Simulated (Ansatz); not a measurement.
# How the smearing shapes the phonons of CuPd (Pm-3m)

Does CuPd (Pm-3m) have a Kohn anomaly or a soft branch that a wide smearing hides?

Calculated with Ansatz 0.2.0; DFT PBEsol, scalar-relativistic, plane waves, PAW.

## Step 1: Set-up

Symmetry: Pm-3m, No. 221, cubic system. The conventional cell has a = 2.988 Å, b = 2.988 Å, c = 2.988 Å, α = 90.00°, β = 90.00°, γ = 90.00°. Cu has 8 Pd at 2.59 Å nearest. Nearest to Pd lie 8 Cu at 2.59 Å. Farther neighbours are not listed.

## Step 2: Relaxing cell and atoms

Lattice constant and positions set the bands and the force constants, so the cell is relaxed first.

input.yaml

```yaml
crystal:
  lattice:
    - [2.988, 0.0, 0.0]
    - [0.0, 2.988, 0.0]
    - [0.0, 0.0, 2.988]
  atoms:
    - { symbol: Cu, position: [0.0, 0.0, 0.0] }
    - { symbol: Pd, position: [0.5, 0.5, 0.5] }
kpoints:
  mp_grid: { grid: [10, 10, 10] }
hamiltonian:
  xc: pbesol
scf:
  occupations: { method: gaussian, width: 0.1 }
output:
  forces: true
  stress: true
  eigenvalues: true
  write_density: true
  write_potential: true
  elf: true
  volumetric_format: npy
relax:
  adjacent_minimum: "off"
  f_tol: 0.005
  max_steps: 80
  cell: { stress_tol: 0.05 }
```

The run is started by

```
ansatz run input.yaml --threads 4 --pin off --max-ram 8192MiB --backend cpu --events-out ev --progress --plain --runs-dir out
```

Numbers of over 12 decimals in the logs are rounded to 6 here.

Log:

```text
[the first part of the log is left out]
  E_xc         = -257.025918
  E_vxc        = -326.991540  (∫ρ·V_xc dr)
  E_paw        = -5312.634358  (= ΣΔE_a)
  E_vpaw       = -781.559810  (= ΣTr[D̂ρ^β])
  E_aug_tail   = 0.000571  (compensation charges beyond the density's cutoff)
  E_ewald      = -6057.458429
  E_core_change = 0.508726  (= ΣΔE_core)
  E_smearing   = -0.006188  (= −TS)
  E_closure    = -0.000000  (closes the sum)
  Σ components = -13495.644229   (vs F -13495.644229, Δ=0.00e0)
--- Forces (eV/Å), atoms counted from 1 ---
  atom   1  Cu    -0.00000000    -0.00000000     0.00000000
  atom   2  Pd    -0.00000000    -0.00000000     0.00000000
  max |Σ_I F_I| component: 1.71e-29 eV/Å
--- Stress (GPa, compression-positive) ---
       -0.003233      -0.000000      -0.000000
       -0.000000      -0.003233      -0.000000
       -0.000000      -0.000000      -0.003233
  P = ⅓ Tr σ = -0.0032 GPa (-0.032 kbar)
--- Band table (eV; the first three rows and the last of 56) ---
  k-point 0: bands = ["-93.0141", "-65.3390", "-50.5413", "-50.5413", "-50.5413", "-31.0501", "-31.0501", "-31.0501", "10.3933", "13.7280", "13.7280", "15.9200", "15.9200", "15.9200", "17.3106", "17.3106", "18.3226", "18.3226", "18.3226", "27.4138", "27.4138", "27.4138", "34.6491"]
  k-point 1: bands = ["-93.0141", "-65.3384", "-50.5422", "-50.5413", "-50.5413", "-31.0600", "-31.0494", "-31.0494", "10.5900", "13.8073", "13.8284", "15.9180", "15.9180", "15.9723", "17.2276", "17.3436", "18.1369", "18.1369", "18.2647", "26.2938", "27.8194", "27.8194", "34.4922"]
  k-point 2: bands = ["-93.0140", "-65.3367", "-50.5445", "-50.5411", "-50.5411", "-31.0859", "-31.0475", "-31.0475", "11.1589", "14.0378", "14.0897", "15.9227", "15.9227", "16.1238", "16.9869", "17.4357", "17.6838", "17.6838", "18.0986", "24.1247", "28.9264", "28.9264", "34.0881"]
  k-point 55: bands = ["-93.0127", "-65.3189", "-50.5491", "-50.5491", "-50.5491", "-31.1327", "-31.1327", "-31.1327", "14.3864", "14.3864", "14.3864", "15.7135", "15.7135", "15.7135", "17.1879", "17.1879", "18.2478", "18.2478", "24.8835", "26.4483", "26.4483", "26.4483", "27.8939"]
--- Relaxed structure (3 steps of the walk, 3 accepted, 2 SCFs on fresh bases) ---
  F+E_penalty+E_count = -13495.64422924 eV   max|allowed force component| = 8.283e-30 eV/Å   (the final SCF, on the basis selected at the relaxed cell)
  cell:  # Å, volume = 25.9882 Å³
    - [2.962048, 0, 0]
    - [0, 2.962048, 0.0]
    - [0, 0.0, 2.962048]
  atoms:
    - { symbol: Cu, position: [0, 0, 0] }
    - { symbol: Pd, position: [0.5, 0.5, 0.5] }
```

The job ended after 2.6 s (4 threads of Arm Neoverse V2, shared host; peak memory 0.4 GiB; 8.6 s of CPU time).

Relaxation path:

```
step  energy less that of the first step (eV)  largest force component (eV/Å)  pressure (GPa)  volume (Å³)
   1                                   0.0000                          0.0000           -4.54        26.68
   2                                  -0.0104                          0.0000            0.04        25.98
   3                                  -0.0100                          0.0000            0.06        25.98
   4                                  -0.0100                          0.0000            0.00        25.99
   5                                  -0.0100                          0.0000            0.00        25.99
```

The log counts 2 steps on a newly chosen plane-wave basis, not all of them marked here; energy and pressure can jump at such steps.

```
conventional cell, symmetrised  before  after  change
                         a (Å)   2.988  2.962  -0.9 %
                         b (Å)   2.988  2.962  -0.9 %
                         c (Å)   2.988  2.962  -0.9 %
              volume (Å³/atom)   13.34  12.99  -2.6 %
```

Final coordinates:

```
Cu Pd
1.0
     2.96205    0.00000    0.00000
     0.00000    2.96205    0.00000
     0.00000    0.00000    2.96205
Cu Pd
1 1
Direct
  0.00000 0.00000 0.00000
  0.50000 0.50000 0.50000
```

This step gave:

- pressure: -0.003233 GPa
- volume per atom: 12.99 Å³
- metallic on mesh: yes
- gap on the k-mesh: 0 eV

Valence density in the ac plane at fractional y = 0.000, with atoms of Cu within 0.2 Å of it. It is the smooth field of the valence electrons, not physical close to the nuclei.

Ten steps, logarithmic in the rise over the least value, from '_' (0 e/Å³) to '@' (70 e/Å³):
```
@@%%**--..____________..--**%%
****==::..____________..::==**
==--::..________________..::--
......____________________....
______________________________
______________________________
______________________________
______________________________
______________________________
______________________________
......____________________....
==--::..________________..::--
****==::..____________..::==**
@@%%**--..____________..--**%%
@@@@**==..____________..==**@@
```
Columns run along a (3.0 Å), rows up along c (3.0 Å). Atoms in or near the plane, at fractional coordinates: Cu at (0.00, 0.00).

Electrostatic potential energy in the ac plane at fractional y = 0.000, with atoms of Cu within 0.2 Å of it. With pseudopotentials it is smooth inside the atoms' cores, unlike the true potential.

Ten even steps from '_' (-36 eV) to '@' (21 eV):
```
______::**%%@@@@@@@@%%**::____
____..==##@@@@@@@@@@@@##==..__
::::==**%%@@@@@@@@@@@@%%**==::
****##%%@@@@@@@@@@@@@@@@%%##**
%%%%@@@@@@@@@@@@@@@@@@@@@@@@%%
@@@@@@@@@@@@@@@@@@@@@@@@@@@@@@
@@@@@@@@@@@@@@@@@@@@@@@@@@@@@@
@@@@@@@@@@@@@@@@@@@@@@@@@@@@@@
@@@@@@@@@@@@@@@@@@@@@@@@@@@@@@
%%%%@@@@@@@@@@@@@@@@@@@@@@@@%%
****##%%@@@@@@@@@@@@@@@@%%##**
::::==**%%@@@@@@@@@@@@%%**==::
____..==##@@@@@@@@@@@@##==..__
______::**%%@@@@@@@@%%**::____
______::**%%@@@@@@@@%%**::____
```
Columns run along a (3.0 Å; values clipped at the 3rd and 97th percentile), rows up along c (3.0 Å). Atoms in or near the plane, at fractional coordinates: Cu at (0.00, 0.00).

ELF in the ac plane at fractional y = 0.000, with atoms of Cu within 0.2 Å of it. It is the smooth field of the valence electrons, not physical close to the nuclei.

Ten even steps from '0' (0.15) to '9' (0.93):
```
973100000000137
431000000000013
110000000000001
000000000000000
000000000000000
000000000000000
000000000000000
000000000000000
000000000000000
000000000000000
000000000000000
110000000000001
431000000000013
973100000000137
994100000000149
```
Columns run along a (3.0 Å), rows up along c (3.0 Å). Atoms in or near the plane, at fractional coordinates: Cu at (0.00, 0.00).

The largest force is now zero by symmetry and the largest stress component 0.0032 GPa, small enough for phonons.

## Step 3: Wavevectors along a line: Fermi–Dirac smearing of 0.1 eV

Each wavevector is solved by itself, so no interpolation smooths a dip of the branch.

input.yaml

```yaml
crystal:
  lattice:
    - [2.9620481756, 0.0, 0.0]
    - [0.0, 2.9620481756, 0.0]
    - [0.0, 0.0, 2.9620481756]
  atoms:
    - { symbol: Cu, position: [0.0, 0.0, 0.0] }
    - { symbol: Pd, position: [0.5, 0.5, 0.5] }
kpoints:
  mp_grid: { grid: [16, 16, 16] }
hamiltonian:
  xc: pbesol
scf:
  occupations: { method: fermi_dirac, width: 0.1 }
output:
  eigenvalues: true
phonons:
  method: dfpt
  qpoints:
    - [0, 0, 0]
    - [0.0, 0.0625, 0.0]
    - [0.0, 0.1875, 0.0]
    - [0.0, 0.3125, 0.0]
    - [0.0, 0.4375, 0.0]
```

Log:

```text
[...]
Crystal: 2 atoms, lattice volume = 25.988 Å³
Basis set: ecut = 420 eV, 485 PW (Γ), exchange–correlation on 40×40×40 points (8 copies of the dense FFT grid, shifted against one another)
Bands: 23, of which v1, the nominal top of the filled ones, is band 19 counted from 1 (18 counted from 0)
Symmetry: 48 space group operations
k-points: 165 of 4096
[...]
SCF iter   1: F=—  HF=-13495.670790 eV  |F-HF|=—  |Δ(HF+E_count)|=         —  Δρ=1.53e-2  dr2=3.62e-2  ethr=1.77e-3  ⟨swp⟩=5.5  Hψ=15752  notcnv=0
[...]
SCF iter   7: F=-13495.662552 eV  HF=-13495.662552 eV  |F-HF|=3.64e-12  |Δ(HF+E_count)|=  2.91e-11  Δρ=1.35e-7  dr2=8.82e-13  ethr=1.00e-12  ⟨swp⟩=4.4  Hψ=19523  notcnv=0
SCF 1 converged in 7 iterations: F = -13495.662552 eV  dr2 = 8.82e-13
[...]
NSCF: frozen V_eff on 165 k-points
[...]
DFPT response loops at q = (0, 0, 0) (fractional): preconditioner auto → Kerker (q_TF=auto, 2.894 Å⁻¹) (partly filled bands, converged f_vac=0.000); β = 1.00, the filter's whole step (`scf.mixing.beta` (0.50) is not read by the response loops under this deck's `scf.mixing.preconditioner`; to damp them name `kerker` or `kerker_dos`, under which they read `scf.mixing.beta`, and type it under 1.00, their step now; both keys bind the ground state too); Broyden in place of MSR1
[...]
SCF converged after 7 iterations
Free energy (F): -13495.662552 eV
[...]
Internal energy: -13495.614746 eV  (E = F + TS)
E sigma→0 (E₀):  -13495.638649 eV
Entropy (-TS):   -0.047806 eV (-23.903 meV/atom)
Fermi energy:    18.485900 eV
[...]
--- Band table (eV; the first three rows and the last of 165) ---
  k-point 0: bands = [... 15 lower, 17.2991, 18.3063, 18.3063, 18.3063, 27.4129, 27.4129, 27.4129, 34.6439]
  k-point 1: bands = [... 15 lower, 17.3121, 18.2315, 18.2315, 18.2835, 26.9303, 27.5739, 27.5739, 34.5818]
  k-point 2: bands = [... 15 lower, 17.3500, 18.0257, 18.0257, 18.2163, 25.7872, 28.0370, 28.0370, 34.4051]
  k-point 164: bands = [... 15 lower, 17.1813, 18.2253, 18.2253, 24.8850, 26.4435, 26.4435, 26.4435, 27.8870]
--- Phonons (Γ-DFPT): 2 representative perturbations + reference (Σ response iterations 8) ---
  ASR residual: 3.113e-4 → 0.000e0 eV/Å²; symmetrization residual: 3.850e-7 eV/Å²
  ASR residual per site (eV/Å²): 1.00e-4 3.11e-4
  Γ frequencies (cm⁻¹): 0.00 0.00 0.00 223.80 223.80 223.80
  non-analytic LO–TO correction: not included (Born effective charges unavailable; polar crystals: no LO–TO splitting at Γ)
--- Phonons (arbitrary-q DFPT): 5 explicit q-points ---
  q = [0, 0, 0] (of the zone-centre solve; hermiticity 1.05e-7, symmetrization 5.11e-12): -0.00 0.00 0.00 223.80 223.80 223.80
  q = [0, 0.0625, 0] (4 solved perturbations in 4032 linear systems a pass and spin channel, the states on 1296 of 4096 k-point pairs; hermiticity 2.47e-7, symmetrization 4.37e-11): 22.35 22.35 30.35 222.97 222.97 224.06
[...]
sum rule: each row above includes the acoustic sum rule's correction from the zone centre's row sums; it moved no ω² by more than (0.89 cm⁻¹)²
```

Elapsed: 3.3 min, on 4 threads; peak memory 2.2 GiB; 13 min of CPU time.

In the SCF lines HF is the Harris–Foulkes energy and dr2 the Hartree energy of the density residual, in eV; the loop may stop once dr2 is under the threshold and the program's other checks hold. Hψ counts applications of the Hamiltonian.

Each wavevector solved by linear response. Frequency against |q| along the line:

```
|q| along the line (Å⁻¹)  mode 1 = mode 2 (cm⁻¹)  mode 3 (cm⁻¹)  mode 4 = mode 5 (cm⁻¹)  mode 6 (cm⁻¹)
                   0.000                       0              0                     224            224
                   0.133                    22.4           30.4                     223            224
                   0.398                    65.6           86.5                     216            223
                   0.663                     104            134                     204            215
                   0.928                     132            168                     191            201
```

## Step 4: Phonons along a line: Fermi–Dirac smearing of 0.25 eV

Each wavevector is solved by itself, so no interpolation smooths a dip of the branch.

input.yaml: that of step 3 with these lines changed.

```diff
@@ -13,3 +13,3 @@
 scf:
-  occupations: { method: fermi_dirac, width: 0.1 }
+  occupations: { method: fermi_dirac, width: 0.25 }
 output:
```

Wider smearing eases the sum over k-points of a metal but moves the result away from its zero-temperature value.

Log:

```text
band count auto-derived: 24 (N_el = 37.0; filled up to band 19; 23 by the electrons, moments and atoms)
[...]
Crystal: 2 atoms, lattice volume = 25.988 Å³
Basis set: ecut = 420 eV, 485 PW (Γ), exchange–correlation on 40×40×40 points (8 copies of the dense FFT grid, shifted against one another)
Bands: 24, of which v1, the nominal top of the filled ones, is band 19 counted from 1 (18 counted from 0)
Symmetry: 48 space group operations
k-points: 165 of 4096
[...]
SCF iter   1: F=—  HF=-13495.792020 eV  |F-HF|=—  |Δ(HF+E_count)|=         —  Δρ=1.80e-2  dr2=5.23e-2  ethr=1.77e-3  ⟨swp⟩=5.0  Hψ=16006  notcnv=0
[...]
SCF iter   7: F=-13495.779886 eV  HF=-13495.779886 eV  |F-HF|=0.00e0  |Δ(HF+E_count)|=  4.00e-11  Δρ=1.51e-7  dr2=3.42e-12  ethr=1.00e-12  ⟨swp⟩=4.3  Hψ=20561  notcnv=0
SCF 1 converged in 7 iterations: F = -13495.779886 eV  dr2 = 3.42e-12
[...]
SCF converged after 7 iterations
Free energy (F): -13495.779886 eV
[...]
Internal energy: -13495.508102 eV  (E = F + TS)
E sigma→0 (E₀):  -13495.643994 eV
Entropy (-TS):   -0.271783 eV (-135.892 meV/atom)
Fermi energy:    18.707820 eV
[...]
--- Band table (eV; the first three rows and the last of 165) ---
  k-point 0: bands = [... 15 lower, 17.2730, 18.2772, 18.2772, 18.2772, 27.4111, 27.4111, 27.4111, 34.6333, ... 1 higher]
  k-point 1: bands = [... 15 lower, 17.2859, 18.2027, 18.2027, 18.2544, 26.9277, 27.5718, 27.5718, 34.5716, ... 1 higher]
  k-point 2: bands = [... 15 lower, 17.3237, 17.9979, 17.9979, 18.1873, 25.7830, 28.0341, 28.0341, 34.3962, ... 1 higher]
  k-point 164: bands = [... 15 lower, 17.1592, 18.1888, 18.1888, 24.8849, 26.4339, 26.4339, 26.4339, 27.8757, ... 1 higher]
[...]
ASR residual: 6.913e-4 → 0.000e0 eV/Å²; symmetrization residual: 6.600e-7 eV/Å²
  ASR residual per site (eV/Å²): 3.00e-4 6.91e-4
  Γ frequencies (cm⁻¹): 0.00 0.00 0.00 225.01 225.01 225.01
[...]
--- Phonons (arbitrary-q DFPT): 5 explicit q-points ---
[...]
```

It took 3.4 min on 4 threads; peak memory 2.2 GiB; 13 min of CPU time.

Each wavevector solved by linear response. Frequency against |q| along the line:

```
|q| along the line (Å⁻¹)  mode 1 = mode 2 (cm⁻¹)  mode 3 (cm⁻¹)  mode 4 = mode 5 (cm⁻¹)  mode 6 (cm⁻¹)
                   0.000                       0              0                     225            225
                   0.133                    22.7           30.1                     224            225
                   0.398                    66.3           86.1                     217            223
                   0.663                     105            133                     204            214
                   0.928                     132            167                     190            201
```

Against step 3 (now smearing width 0.25 eV), the free energy moves by -58.7 meV an atom.

## Step 5: Phonons along a line: Fermi–Dirac smearing of 0.04 eV

The smearing blurs the Fermi surface that screens the phonons; a Fermi–Dirac width is an electronic temperature.

input.yaml: that of step 4 with these lines changed.

```diff
@@ -13,3 +13,3 @@
 scf:
-  occupations: { method: fermi_dirac, width: 0.25 }
+  occupations: { method: fermi_dirac, width: 0.04 }
 output:
```

Narrower smearing comes nearer the zero-temperature value but asks more of the mesh.

Log:

```text
[...]
Crystal: 2 atoms, lattice volume = 25.988 Å³
Basis set: ecut = 420 eV, 485 PW (Γ), exchange–correlation on 40×40×40 points (8 copies of the dense FFT grid, shifted against one another)
Bands: 23, of which v1, the nominal top of the filled ones, is band 19 counted from 1 (18 counted from 0)
Symmetry: 48 space group operations
k-points: 165 of 4096
[...]
SCF iter   1: F=—  HF=-13495.648974 eV  |F-HF|=—  |Δ(HF+E_count)|=         —  Δρ=1.50e-2  dr2=3.37e-2  ethr=1.77e-3  ⟨swp⟩=5.8  Hψ=15426  notcnv=0
[...]
SCF iter   7: F=-13495.642066 eV  HF=-13495.642066 eV  |F-HF|=1.82e-12  |Δ(HF+E_count)|=  1.02e-10  Δρ=1.05e-7  dr2=5.59e-13  ethr=1.00e-12  ⟨swp⟩=5.0  Hψ=19565  notcnv=0
SCF 1 converged in 7 iterations: F = -13495.642066 eV  dr2 = 5.59e-13
[...]
SCF converged after 7 iterations
Free energy (F): -13495.642066 eV
[...]
Internal energy: -13495.634166 eV  (E = F + TS)
E sigma→0 (E₀):  -13495.638116 eV
Entropy (-TS):   -0.007900 eV (-3.950 meV/atom)
Fermi energy:    18.412594 eV
[...]
--- Band table (eV; the first three rows and the last of 165) ---
  k-point 0: bands = [... 15 lower, 17.3034, 18.3156, 18.3156, 18.3156, 27.4130, 27.4130, 27.4130, 34.6466]
  k-point 1: bands = [... 15 lower, 17.3164, 18.2406, 18.2406, 18.2929, 26.9307, 27.5741, 27.5741, 34.5843]
  k-point 2: bands = [... 15 lower, 17.3544, 18.0345, 18.0345, 18.2258, 25.7882, 28.0375, 28.0375, 34.4070]
  k-point 164: bands = [... 15 lower, 17.1794, 18.2425, 18.2425, 24.8821, 26.4461, 26.4461, 26.4461, 27.8914]
[...]
ASR residual: 1.836e-4 → 0.000e0 eV/Å²; symmetrization residual: 2.839e-7 eV/Å²
  ASR residual per site (eV/Å²): 1.33e-4 1.84e-4
  Γ frequencies (cm⁻¹): 0.00 0.00 0.00 222.81 222.81 222.81
[...]
--- Phonons (arbitrary-q DFPT): 5 explicit q-points ---
[...]
```

Wall time 3.3 min (4 threads); peak memory 2.2 GiB; 13 min of CPU time.

(Part 1 of 2 ends here.)

[Logs are printed without paths, hosts, clocks, repeated set-up lines and the standing remarks that a program may print on its own settings, such as how far it seeks lower states.]

[Hosts, paths, dates, database ids (printed as entryN), source tags and the programs' standing remarks are cut or masked in the printed files.]
